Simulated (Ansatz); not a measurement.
# LaBiS2O (P4/nmm): how G0W0 depends on its starting point

Aim: G0W0 for LaBiS2O (P4/nmm) on several starting functionals, at one mesh, band count and screening cutoff.

Main program and level: Ansatz 0.2.0; G0W0 on several functionals, plane waves, PAW.

Most raw output is cut from this account.

In doubt: masses and optical values from hybrid runs of this build are listed as unsure (steps 3, 4), which bears on the screening that GW takes from such a start.

### Step 1. The starting structure

Symmetry: P4/nmm, No. 129, tetragonal system. The conventional cell has a = 4.055 Å, b = 4.055 Å, c = 14.173 Å, α = 90.00°, β = 90.00°, γ = 90.00°. Nearest to La lie 4 O at 2.38 Å and 4 S at 3.21 Å. Nearest to Bi lie 5 S at 2.52 to 2.88 Å. S has 4 Bi at 2.88 Å nearest. S has 1 Bi at 2.52 Å and 4 La at 3.21 Å nearest. Nearest to O lie 4 La at 2.38 Å. Farther neighbours and most contacts between anions are not listed.

The cell and positions are those that the Materials Project relaxed with its own functionals (PBE, PBE+U or r2SCAN), kept fixed. Spin-orbit coupling is left out unless a step names it. The default PAW set here is soft_2. Its files were made with PBE.

### Step 2. G0W0 on LDA

G0W0 replaces the xc potential by the self-energy, built once from these orbitals. Only a window of levels is corrected, while the sums run over the empty bands that the input names.

This step: G0W0 on LDA, plane waves, PAW.

The input, input.yaml:

```yaml
crystal:
  lattice:
    - [4.055497, 0.0, 0.0]
    - [0.0, 4.055497, 0.0]
    - [0.0, 0.0, 14.173265]
  atoms:
    - { symbol: La, position: [0.5, 0.0, 0.587742] }
    - { symbol: La, position: [0.0, 0.5, 0.412258] }
    - { symbol: Bi, position: [0.0, 0.5, 0.867775] }
    - { symbol: Bi, position: [0.5, 0.0, 0.132225] }
    - { symbol: S, position: [0.5, 0.0, 0.89002] }
    - { symbol: S, position: [0.0, 0.5, 0.10998] }
    - { symbol: S, position: [0.0, 0.5, 0.690201] }
    - { symbol: S, position: [0.5, 0.0, 0.309799] }
    - { symbol: O, position: [0.0, 0.0, 0.5] }
    - { symbol: O, position: [0.5, 0.5, 0.5] }
kpoints:
  mp_grid: { grid: [4, 4, 2] }
hamiltonian:
  xc: lda
scf:
  occupations: { method: fixed }
gw:
  n_empty_bands: 1071
  ecut_chi: 160.0
  qp_bands: [v3, c3]
  qp_kpoints: band_edges
  screening: { model: contour_deformation }
```

The run is started by

```sh
> ansatz run input.yaml --threads 3 --pin off --max-ram 92160MiB --backend cuda --events-out ev --progress --plain --runs-dir out --devices 1 --max-vram 13GiB
```

It took 1.9 min on 1 × NVIDIA H100 80GB HBM3 (shared by 6 runs) with 3 threads of AMD EPYC 7R13 (Zen 3), shared host; peak memory 4.4 GiB.

Numbers from this step:

```yaml
bands_summed: 1115
rpa_eps_infinity_on_this_mesh_eigenvalues: 7.617, 29.94, 29.94
plane_waves_in_the_screening_matrix: 1069
q_points_in_the_mesh: 32
g0w0_gap_on_the_mesh: 1.228 eV
k_of_the_valence_top: 0, -0.5, 0
k_of_the_conduction_bottom: 0, -0.5, 0
starting_gap_on_the_mesh: 0.8216 eV
z_at_the_valence_top: 0.7205
z_at_the_conduction_bottom: 0.7427
least_direct_g0w0_gap_on_the_computed_points: 1.228 eV
```

The gap on the mesh goes from 0.82 eV to 1.23 eV, a correction of +0.41 eV. Between the two edge states, bare exchange in place of the xc potential would open the gap by 4.49 eV, and correlation takes back 4.09 eV.

### Step 3. G0W0 on HSE06

The same correction from a different start measures what one shot leaves open.

This step: G0W0 on HSE06, plane waves, PAW.

Edit input.yaml of step 2 so:

```diff
@@ -19,3 +19,3 @@
 hamiltonian:
-  xc: lda
+  xc: hse06
 scf:
```

Run time: 4.1 min. Hardware: 1 × NVIDIA H100 80GB HBM3 (shared by 6 runs) with 3 threads; peak memory 5 GiB.

Numbers from this step:

```yaml
bands_summed: 1115
rpa_eps_infinity_on_this_mesh_eigenvalues: 5.443, 15.77, 15.77
plane_waves_in_the_screening_matrix: 1069
q_points_in_the_mesh: 32
g0w0_gap_on_the_mesh: 1.487 eV
k_of_the_valence_top: 0, -0.5, 0
k_of_the_conduction_bottom: 0, -0.5, 0
starting_gap_on_the_mesh: 1.351 eV
z_at_the_valence_top: 0.7582
z_at_the_conduction_bottom: 0.7786
least_direct_g0w0_gap_on_the_computed_points: 1.487 eV
```

Against the run with 4×4×2 mesh, 1071 empty bands, screening to 160 eV on LDA, the gap moves by +0.26 eV, while the start moved by +0.53 eV.

### Step 4. G0W0 on PBE0

This step: G0W0 on PBE0, plane waves, PAW.

Edit input.yaml of step 3 so:

```diff
@@ -19,3 +19,3 @@
 hamiltonian:
-  xc: hse06
+  xc: pbe0
 scf:
```

Run time: 4.4 min. Hardware: 1 × NVIDIA H100 80GB HBM3 (shared by 6 runs) with 3 threads; peak memory 5 GiB.

Numbers from this step:

| Property | Result |
| --- | --- |
| bands summed | 1115 |
| RPA ε∞ on this mesh (eigenvalues) | 4.958, 11.38, 11.38 |
| plane waves in the screening matrix | 1069 |
| G0W0 gap on the mesh | 1.666 eV |
| k of the valence top | 0, -0.5, 0 |
| k of the conduction bottom | 0, -0.5, 0 |
| starting gap on the mesh | 1.973 eV |
| least direct G0W0 gap on the computed points | 1.666 eV |

Against the run with 4×4×2 mesh, 1071 empty bands, screening to 160 eV on HSE06, the gap moves by +0.18 eV, while the start moved by +0.62 eV.

### Step 5. Side by side

All on the 4×4×2 mesh with 1071 empty bands and screening to 160 eV. Times are wall times on 1 × NVIDIA H100 80GB HBM3 (shared by 6 runs) with 3 threads of AMD EPYC 7R13 (Zen 3), shared host, good to a factor of about two.

```
start  starting gap (eV)  shift (eV)  G0W0 gap (eV)  RPA ε∞ (harmonic mean)  Z (valence, conduction)     time
  LDA               0.82       +0.41           1.23                   15.14               0.72, 0.74  1.9 min
HSE06               1.35       +0.14           1.49                    9.66               0.76, 0.78  4.1 min
 PBE0               1.97       −0.31           1.67                    7.95               0.78, 0.80  4.4 min
```

How the two edges are built up, in eV (the quasiparticle level is the starting level plus Σx plus Σc less Vxc):

```
  run               edge  start      Σx     Σc     Vxc     Z    QP
  LDA        valence top   7.42  -17.09   0.82  -16.04  0.72  7.19
  LDA  conduction bottom   8.24  -10.39  -3.27  -13.84  0.74  8.42
HSE06        valence top   7.36  -17.22   0.80  -16.18  0.76  7.12
HSE06  conduction bottom   8.71   -9.69  -3.31  -12.90  0.78  8.61
 PBE0        valence top   7.03  -17.25   0.73  -16.52  0.78  7.03
 PBE0  conduction bottom   9.01   -9.62  -3.25  -12.55  0.80  8.69
```

For a hybrid start, Vxc holds its share of exact exchange.

### Step 6. Summary of results

```
G0W0@LDA     : 1.23 eV (start 0.82 eV)
G0W0@HSE06   : 1.49 eV (start 1.35 eV)
G0W0@PBE0    : 1.67 eV (start 1.97 eV)
known limits : not at the basis limit; f levels unsure; no spin-orbit coupling; coarse k mesh
```

What this shows: The starting gaps span 1.15 eV and the G0W0 gaps 0.44 eV. Between LDA and PBE0, 0.44 eV of the 1.15 eV survives, 38 %. PBE0 screens less than LDA (ε∞ 7.95 against 15.14). Of the 0.44 eV by which its G0W0 gap is higher, the correlation part gives +0.11 eV, and exchange with the one-particle terms, which follow the orbitals, +0.33 eV. On PBE0 the correction is negative: that start lies above its own G0W0 value. The smallest correction, +0.14 eV, is on HSE06, the start nearest to reproducing itself. Bands and cutoff are finite, so the gap is not at the basis limit. The miss can reach some tenths of an eV and take either sign; the mesh is an error of its own. The 4×4×2 mesh is coarse for this cell (its supercell is 16 Å along the shortest edge). The RPA ε∞ on it, from the LDA start, is 7.62 and 29.94; such meshes misread the long-range screening, most where the gap is narrow. The program warns that the mesh is coarse for exact exchange, which bears on the hybrid start's gap. Where an edge is built on 6p states of lead, bismuth or thallium, scalar-relativistic gaps usually stand too wide, by a few tenths to over one eV. Empty 4f levels lie among the conduction bands. Their place in the start is unsure; it enters the screening, and the edge itself where they lie low. The many-body steps are scalar-relativistic: spin-orbit coupling is not in them.

[Paths, hosts, dates, memory and timing lines, banners, echoed tables and standing remarks are left out of the program output.]

[Logs are printed without paths, hosts, clocks, repeated set-up lines and the standing remarks that a program may print on its own settings, such as how far it seeks lower states.]

[Runs of the session that timed out or met a known fault of the program may be left out.]

[Cells called generated may have been cut or substituted from an entry of the Crystallography Open Database or the Materials Project.]

[Hosts, paths, dates, database ids (printed as entryN), source tags and the programs' standing remarks are cut or masked in the printed files.]
